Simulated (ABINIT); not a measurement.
# CdS (Hawleyite): G0W0 in ABINIT against the k mesh

Aim: move the k mesh of a G0W0 run on CdS (Hawleyite) over a wide range.

Program: ABINIT 10.8.3. Level of theory: PBE and many-body steps on it, plane waves. Results are calculated unless marked as measured.

### 1. The structure

Symmetry: F-43m, No. 216, cubic system. Conventional cell: a = 5.833 Å, b = 5.833 Å, c = 5.833 Å, α = 90.00°, β = 90.00°, γ = 90.00°. Nearest to Cd lie 4 S at 2.53 Å. S has 4 Cd at 2.53 Å nearest. Farther neighbours and most contacts between anions are not listed.

The cell and positions come from the Crystallography Open Database and are kept as given unless a step says otherwise.

### 2. Empty states on the mesh, 4×4×4 mesh, 339 bands

This step: ABINIT 10.8.3; DFT, PBE, plane waves, norm-conserving pseudopotentials.

The sums over transitions need many empty states on a uniform mesh; this step solves for them.

Contents of run.abi:

```
acell 3*1.0 Angstrom
rprim 
  -0.000000000000 2.916500000000 2.916500000000
  2.916500000000 -0.000000000000 2.916500000000
  2.916500000000 2.916500000000 -0.000000000000
ntypat 2
znucl 48 16
natom 2
typat 1 2
xred 
  0.000000000000 0.000000000000 0.000000000000
  0.250000000000 0.250000000000 0.250000000000
pp_dirpath "pseudos"
pseudos "Cd.upf, S.upf"
ecut 47
ngkpt 4 4 4
nshiftk 1
shiftk 0 0 0
kptopt 1
chksymbreak 0
irdden 1
istwfk *1
nband 339
prtvol 0
optdriver 6
gwr_task "HDIAGO"
paral_kgb 0
occopt 1
indata_prefix "in"
outdata_prefix "out"
tmpdata_prefix "tmp"
```

Command:

```console
$ OMP_NUM_THREADS=1 mpirun -n 8 abinit run.abi > log
```

Numbers of over 12 decimals in the logs are rounded to 6 here.

The program printed:

```text
.Version 10.8.3 of ABINIT. v10.8.2 released Aug 2026.

 Symmetries : space group F-4 3 m (#216); Bravais cF (face-center cubic)
[... echo of the input left out ...]
== DATASET  1 ==================================================================
-   mpi_nproc: 8, omp_nthreads: 1 (-1 if OMP is not activated)

--- !DatasetInfo
iteration_state: {dtset: 1, }
dimensions: {natom: 2, nkpt: 8, mband: 339, nsppol: 1, nspinor: 1, nspden: 1, mpw: 5180, }
cutoff_energies: {ecut:  47.0, pawecutdg:  -1.0, }
[...]
Direct band gap semiconductor
 Fundamental gap:     1.145 (eV)
   VBM:     4.366 (eV) at k: [ 0.0000E+00,  0.0000E+00,  0.0000E+00]
   CBM:     5.511 (eV) at k: [ 0.0000E+00,  0.0000E+00,  0.0000E+00]
 Direct gap:         1.145 (eV) at k: [ 0.0000E+00,  0.0000E+00,  0.0000E+00]

== END DATASET(S) ==============================================================
================================================================================

 -outvars: echo values of variables after computation  --------
           etotal      0.0000000000E+00
            nband         339
             nkpt           8
          spgroup         216
 [... the other variables as echoed above ...]

 Calculation completed.
```

Wall time 70 s (8 MPI ranks of AMD EPYC 7R43, shared host); peak memory 12 GiB; 9.3 min of CPU time.

This step gave:

```yaml
gap: 1.145 eV
k_of_the_valence_top: 0, 0, 0
k_of_the_conduction_bottom: 0, 0, 0
least_direct_gap: 1.145 eV
k_points_computed: 8
lowest_point_of_the_top_converged_band_above_the_valence_top: 189.0455 eV
```

On this mesh the gap is 1.145 eV.

The density comes from a self-consistent run that is not shown.

### 3. Empty states on the mesh, 2×2×2 mesh, 101 bands

Changes to run.abi since step 2:

```diff
@@ -15,3 +15,3 @@
 ecut 47
-ngkpt 4 4 4
+ngkpt 2 2 2
 nshiftk 1
@@ -20,10 +20,10 @@
 chksymbreak 0
+iscf -2
 irdden 1
 istwfk *1
-nband 339
+nband 101
+nbdbuf 8
+tolwfr 1e-09
+nstep 60
 prtvol 0
-optdriver 6
-gwr_task "HDIAGO"
-paral_kgb 0
-occopt 1
 indata_prefix "in"
```

The program printed:

```text
.Version 10.8.3 of ABINIT. v10.8.2 released Aug 2026.

 Symmetries : space group F-4 3 m (#216); Bravais cF (face-center cubic)
[... echo of the input left out ...]
== DATASET  1 ==================================================================
-   mpi_nproc: 8, omp_nthreads: 1 (-1 if OMP is not activated)
-    --> not optimal distribution: autoparal keyword recommended in input file <--

--- !DatasetInfo
iteration_state: {dtset: 1, }
dimensions: {natom: 2, nkpt: 3, mband: 101, nsppol: 1, nspinor: 1, nspden: 1, mpw: 5168, }
cutoff_energies: {ecut:  47.0, pawecutdg:  -1.0, }
[...]
2.70289    2.71635    2.71635    2.71635    2.74511    2.74511    2.81310    2.81310
   2.81310    2.86990    2.86990    2.86990    2.90539    2.90539    3.07161    3.07212
   3.07455    3.08616    3.08677    3.08878    3.08921
 prteigrs : prtvol=0 or 1, do not print more k-points.

== END DATASET(S) ==============================================================
================================================================================

 -outvars: echo values of variables after computation  --------
            nband         101
             nkpt           3
          spgroup         216
 [... the other variables as echoed above ...]

 Calculation completed.
```

It took 23 s on 8 MPI ranks; peak memory 0.62 GiB; 3 min of CPU time.

This step gave:

* gap: 1.145 eV
* k of the valence top: 0, 0, 0
* k of the conduction bottom: 0, 0, 0
* least direct gap: 1.145 eV
* k points computed: 3
* lowest point of the top converged band, above the valence top: 72.0487 eV

On this mesh the gap is 1.145 eV.

### 4. Empty states on the mesh, 6×6×6 mesh, 101 bands

Changes to run.abi since step 3:

```diff
@@ -15,3 +15,3 @@
 ecut 47
-ngkpt 2 2 2
+ngkpt 6 6 6
 nshiftk 1
```

The program printed:

```text
.Version 10.8.3 of ABINIT. v10.8.2 released Aug 2026.

 Symmetries : space group F-4 3 m (#216); Bravais cF (face-center cubic)
[... echo of the input left out ...]
== DATASET  1 ==================================================================
-   mpi_nproc: 8, omp_nthreads: 1 (-1 if OMP is not activated)

--- !DatasetInfo
iteration_state: {dtset: 1, }
dimensions: {natom: 2, nkpt: 16, mband: 101, nsppol: 1, nspinor: 1, nspden: 1, mpw: 5188, }
cutoff_energies: {ecut:  47.0, pawecutdg:  -1.0, }
[...]
2.70289    2.71635    2.71635    2.71635    2.74511    2.74511    2.81310    2.81310
   2.81310    2.86990    2.86990    2.86990    2.90539    2.90539    3.07161    3.07212
   3.07455    3.08616    3.08677    3.08878    3.08921
 prteigrs : prtvol=0 or 1, do not print more k-points.

== END DATASET(S) ==============================================================
================================================================================

 -outvars: echo values of variables after computation  --------
            nband         101
             nkpt          16
          spgroup         216
 [... the other variables as echoed above ...]

 Calculation completed.
```

Run time: 42 s. Hardware: 8 MPI ranks; peak memory 0.78 GiB; 5.6 min of CPU time.

This step gave:

| Property | Result |
| --- | --- |
| gap | 1.145 eV |
| k of the valence top | 0, 0, 0 |
| k of the conduction bottom | 0, 0, 0 |
| least direct gap | 1.145 eV |
| k points computed | 16 |
| lowest point of the top converged band, above the valence top | 71.7259 eV |

On this mesh the gap is 1.145 eV.

### 5. Empty states on the mesh, 8×8×8 mesh, 101 bands

Changes to run.abi since step 4:

```diff
@@ -15,3 +15,3 @@
 ecut 47
-ngkpt 6 6 6
+ngkpt 8 8 8
 nshiftk 1
```

The program printed:

```text
.Version 10.8.3 of ABINIT. v10.8.2 released Aug 2026.

 Symmetries : space group F-4 3 m (#216); Bravais cF (face-center cubic)
[... echo of the input left out ...]
== DATASET  1 ==================================================================
-   mpi_nproc: 8, omp_nthreads: 1 (-1 if OMP is not activated)

--- !DatasetInfo
iteration_state: {dtset: 1, }
dimensions: {natom: 2, nkpt: 29, mband: 101, nsppol: 1, nspinor: 1, nspden: 1, mpw: 5180, }
cutoff_energies: {ecut:  47.0, pawecutdg:  -1.0, }
[...]
2.70289    2.71635    2.71635    2.71635    2.74511    2.74511    2.81310    2.81310
   2.81310    2.86990    2.86990    2.86990    2.90539    2.90539    3.07161    3.07212
   3.07455    3.08616    3.08677    3.08878    3.08921
 prteigrs : prtvol=0 or 1, do not print more k-points.

== END DATASET(S) ==============================================================
================================================================================

 -outvars: echo values of variables after computation  --------
            nband         101
             nkpt          29
          spgroup         216
 [... the other variables as echoed above ...]

 Calculation completed.
```

Wall time 1.7 min (8 MPI ranks); peak memory 0.89 GiB; 14 min of CPU time.

Numbers from this step:

```
gap                                                           : 1.145 eV
k of the valence top                                          : 0, 0, 0
k of the conduction bottom                                    : 0, 0, 0
least direct gap                                              : 1.145 eV
k points computed                                             : 29
lowest point of the top converged band, above the valence top : 71.3836 eV
```

On this mesh the gap is 1.145 eV.

### 6. Screening, 2×2×2 mesh, 93 bands, screening to 163.3 eV

The RPA dielectric matrix is built and inverted for each q.

This step: RPA screening on PBE, plane waves, norm-conserving pseudopotentials.

Changes to run.abi since step 5:

```diff
@@ -15,3 +15,3 @@
 ecut 47
-ngkpt 8 8 8
+ngkpt 2 2 2
 nshiftk 1
@@ -20,10 +20,11 @@
 chksymbreak 0
-iscf -2
-irdden 1
 istwfk *1
-nband 101
-nbdbuf 8
-tolwfr 1e-09
-nstep 60
-prtvol 0
+occopt 1
+irdwfk 1
+optdriver 3
+nband 93
+ecuteps 6
+inclvkb 2
+awtr 1
+symchi 1
 indata_prefix "in"
```

The program printed:

```text
.Version 10.8.3 of ABINIT. v10.8.2 released Aug 2026.

 Symmetries : space group F-4 3 m (#216); Bravais cF (face-center cubic)
[... echo of the input left out ...]
== DATASET  1 ==================================================================
-   mpi_nproc: 8, omp_nthreads: 1 (-1 if OMP is not activated)

--- !DatasetInfo
iteration_state: {dtset: 1, }
dimensions: {natom: 2, nkpt: 3, mband: 93, nsppol: 1, nspinor: 1, nspden: 1, mpw: 5168, }
cutoff_energies: {ecut:  47.0, pawecutdg:  -1.0, }
electrons: {nelect:   2.60000000E+01, charge:   0.00000000E+00, occopt:   1.00000000E+00, tsmear:   1.00000000E-02, }

 SCREENING: Calculation of the susceptibility and dielectric matrices

 Based on a program developped by R.W. Godby, V. Olevano, G. Onida, and L. Reining.
 Incorporated in ABINIT by V. Olevano, G.-M. Rignanese, and M. Torrent.
.Using double precision arithmetic ; gwpc =  8

[... cell and pseudopotentials left out ...]
--------------------------------------------------------------------------------

 ==== K-mesh for the wavefunctions ====
 Number of points in the irreducible wedge :     3
[... list of points left out ...]
 Together with 24 symmetry operations and time-reversal symmetry
 yields     8 points in the full Brillouin Zone.

 ==== Q-mesh for the screening function ====
 Number of points in the irreducible wedge :     3
[... list of points left out ...]
 Together with 24 symmetry operations and time-reversal symmetry
 yields     8 points in the full Brillouin Zone.

 setmesh: FFT mesh size selected  =    36x   36x   36
          total number of points  =        46656

 vcoul_init : cutoff-mode = AUXILIARY_FUNCTION
 q-points for optical limit:   1
     1)      0.000010    0.000020    0.000030

- screening: taking advantage of time-reversal symmetry
- Maximum band index for partially occupied states nbvw = 13
- Remaining bands to be divided among processors   nbcw = 80
- Number of bands treated by each node ~10

 Number of electrons calculated from density =   26.0000; Expected =   26.0000
 average of density, n =  0.077653
 r_s =    1.4541
 omega_plasma =   26.8804 [eV]

 calculating chi0 at frequencies [eV] :
  1    0.000000E+00    0.000000E+00
  2    0.000000E+00    2.688042E+01

--------------------------------------------------------------------------------
  q-point number  1        q = ( 0.000000, 0.000000, 0.000000) [r.l.u.]
--------------------------------------------------------------------------------
[... chi0 elements left out ...]
 For q-point:  0.000010 0.000020 0.000030
  dielectric constant =  45.3581
  dielectric constant without local fields =  50.0846

  Average fulfillment of the sum rule on Im[epsilon] for q-point    1 :     58.73  [%]
[... wings left out ...]
  q-point number  2        q = ( 0.500000, 0.000000, 0.000000) [r.l.u.]
--------------------------------------------------------------------------------
[... chi0 elements left out ...]
  Average fulfillment of the sum rule on Im[epsilon] for q-point    2 :     66.48  [%]

 [... 1 further q-points ...]
```

It took 5.2 s on 8 MPI ranks; peak memory 0.61 GiB; 38 s of CPU time.

This step gave:

| Item | Value |
| --- | --- |
| ε∞ with local fields, on this mesh, along the program's q direction | 45.36 |
| the same without local fields | 50.08 |
| plasma frequency | 26.88 eV |
| plane waves in the screening matrix | 259 |

Local fields lower ε∞ by 9 %. On a Γ-centred mesh this coarse the value itself is usually too large, while a short band sum pulls it down.

### 7. 2×2×2

This step: G0W0 on PBE, plane waves, norm-conserving pseudopotentials.

Changes to run.abi since step 6:

```diff
@@ -23,8 +23,15 @@
 irdwfk 1
-optdriver 3
+optdriver 4
 nband 93
+gwcalctyp 0
+ecutsigx 47
+symsigma 1
+nkptgw 1
+kptgw 
+  0.0000000000 0.0000000000 0.0000000000
+bdgw 
+  11 17
 ecuteps 6
-inclvkb 2
-awtr 1
-symchi 1
+irdscr 1
+ppmodel 1
 indata_prefix "in"
```

The program printed:

```text
.Version 10.8.3 of ABINIT. v10.8.2 released Aug 2026.

 Symmetries : space group F-4 3 m (#216); Bravais cF (face-center cubic)
[... echo of the input left out ...]
== DATASET  1 ==================================================================
-   mpi_nproc: 8, omp_nthreads: 1 (-1 if OMP is not activated)

--- !DatasetInfo
iteration_state: {dtset: 1, }
dimensions: {natom: 2, nkpt: 3, mband: 93, nsppol: 1, nspinor: 1, nspden: 1, mpw: 5168, }
cutoff_energies: {ecut:  47.0, pawecutdg:  -1.0, }
electrons: {nelect:   2.60000000E+01, charge:   0.00000000E+00, occopt:   1.00000000E+00, tsmear:   1.00000000E-02, }

 SIGMA: Calculation of the GW corrections

 Based on a program developped by R.W. Godby, V. Olevano, G. Onida, and L. Reining.
 Incorporated in ABINIT by V. Olevano, G.-M. Rignanese, and M. Torrent.
.Using double precision arithmetic ; gwpc =  8

[... cell and pseudopotentials left out ...]
--------------------------------------------------------------------------------

 ==== K-mesh for the wavefunctions ====
 Number of points in the irreducible wedge :     3
[... list of points left out ...]
 Together with 24 symmetry operations and time-reversal symmetry
 yields     8 points in the full Brillouin Zone.

 ==== Q-mesh for screening function ====
 Number of points in the irreducible wedge :     3
[... list of points left out ...]
 Together with 24 symmetry operations and time-reversal symmetry
 yields     8 points in the full Brillouin Zone.

 vcoul_init : cutoff-mode = AUXILIARY_FUNCTION
 q-points for optical limit:   1
     1)      0.000010    0.000020    0.000030
 setmesh: FFT mesh size selected  =    50x   50x   50
          total number of points  =       125000

 Number of electrons calculated from density =   26.0000; Expected =   26.0000
 average of density, n =  0.077653
 r_s =    1.4541
 omega_plasma =   26.8804 [eV]

 === KS Band Gaps ===
  >>>> For spin  1
   Minimum direct gap =   1.1447 [eV], located at k-point      :   0.0000  0.0000  0.0000
   Fundamental gap    =   1.1447 [eV], Top of valence bands at :   0.0000  0.0000  0.0000
                                       Bottom of conduction at :   0.0000  0.0000  0.0000
 SIGMA fundamental parameters:
 PLASMON POLE MODEL  1
 number of plane-waves for SigmaX                 5065
 number of plane-waves for SigmaC and W            259
 number of plane-waves for wavefunctions          5065
 number of bands                                    93
 number of independent spin polarizations            1
 number of spinorial components                      1
 number of k-points in IBZ                           3
 number of q-points in IBZ                           3
 number of symmetry operations                      24
 number of k-points in BZ                            8
 number of q-points in BZ                            8
 number of frequencies for dSigma/dE                 9
 frequency step for dSigma/dE [eV]                0.25
 number of omega for Sigma on real axis              0
 max omega for Sigma on real axis  [eV]           0.00
 zcut for avoiding poles [eV]                     0.10

 EPSILON^-1 parameters (SCR file):
 dimension of the eps^-1 matrix on file            259
 dimension of the eps^-1 matrix used               259
 number of plane-waves for wavefunctions          5065
 number of bands                                    93
 number of q-points in IBZ                           3
 number of frequencies                               2
 number of real frequencies                          1
 number of imag frequencies                          1

 matrix elements of self-energy operator (all in [eV])

 Perturbative Calculation

--- !SelfEnergy_ee
iteration_state: {dtset: 1, }
kpoint     : [   0.000,    0.000,    0.000, ]
spin       : 1
KS_gap     :    1.145
QP_gap     :    1.843
Delta_QP_KS:    0.698
data: !SigmaeeData |
     Band     E0 <VxcDFT>   SigX SigC(E0)      Z dSigC/dE  Sig(E)    E-E0       E
       11   4.366 -15.486 -18.489   2.640   0.784  -0.276 -15.771  -0.284   4.082
       12   4.366 -15.486 -18.489   2.640   0.784  -0.276 -15.771  -0.284   4.082
       13   4.366 -15.486 -18.489   2.640   0.784  -0.276 -15.771  -0.284   4.082
       14   5.511 -10.508  -5.783  -4.215   0.812  -0.231 -10.093   0.414   5.925
       15  10.897 -10.569  -5.460  -4.385   0.808  -0.237  -9.983   0.586  11.483
       16  10.897 -10.569  -5.460  -4.385   0.808  -0.237  -9.983   0.586  11.483
       17  10.897 -10.569  -5.460  -4.385   0.808  -0.237  -9.983   0.586  11.483

== END DATASET(S) ==============================================================
================================================================================

 -outvars: echo values of variables after computation  --------
           etotal      0.0000000000E+00
            nband          93
             nkpt           3
          spgroup         216
 [... the other variables as echoed above ...]

 Calculation completed.
```

Run time: 4.8 s. Hardware: 8 MPI ranks; peak memory 0.94 GiB; 36 s of CPU time.

Numbers from this step:

| Item | Value |
| --- | --- |
| G0W0 gap on the points computed | 1.843 eV |
| starting gap on the mesh | 1.145 eV |
| k of the valence top | 0, 0, 0 |
| k of the conduction bottom | 0, 0, 0 |
| Z at the valence top | 0.784 |
| Z at the conduction bottom | 0.812 |
| least direct G0W0 gap on the computed points | 1.843 eV |

(Continued in part 2 of 2.)

[Paths, hosts, dates, memory and timing lines, banners, echoed tables and standing remarks are left out of the program output.]

[Logs are printed without paths, hosts, clocks, repeated set-up lines and the standing remarks that a program may print on its own settings, such as how far it seeks lower states.]

[Runs of the session that timed out or met a known fault of the program may be left out.]

[No measured gap is set beside runs whose start may be inverted or whose files or cutoffs have a known fault.]

[Hosts, paths, dates, database ids (printed as entryN), source tags and the programs' standing remarks are cut or masked in the printed files.]

[G0W0 gaps are taken among the corrected bands and points alone; a level outside them can change the order at an edge.]

[Where Ansatz stands beside ABINIT at settings called matched, ABINIT's density can come from a denser mesh and the files from another edition; pairs whose starting gaps differed by over 0.03 eV were left out, so agreement reads better than it is.]
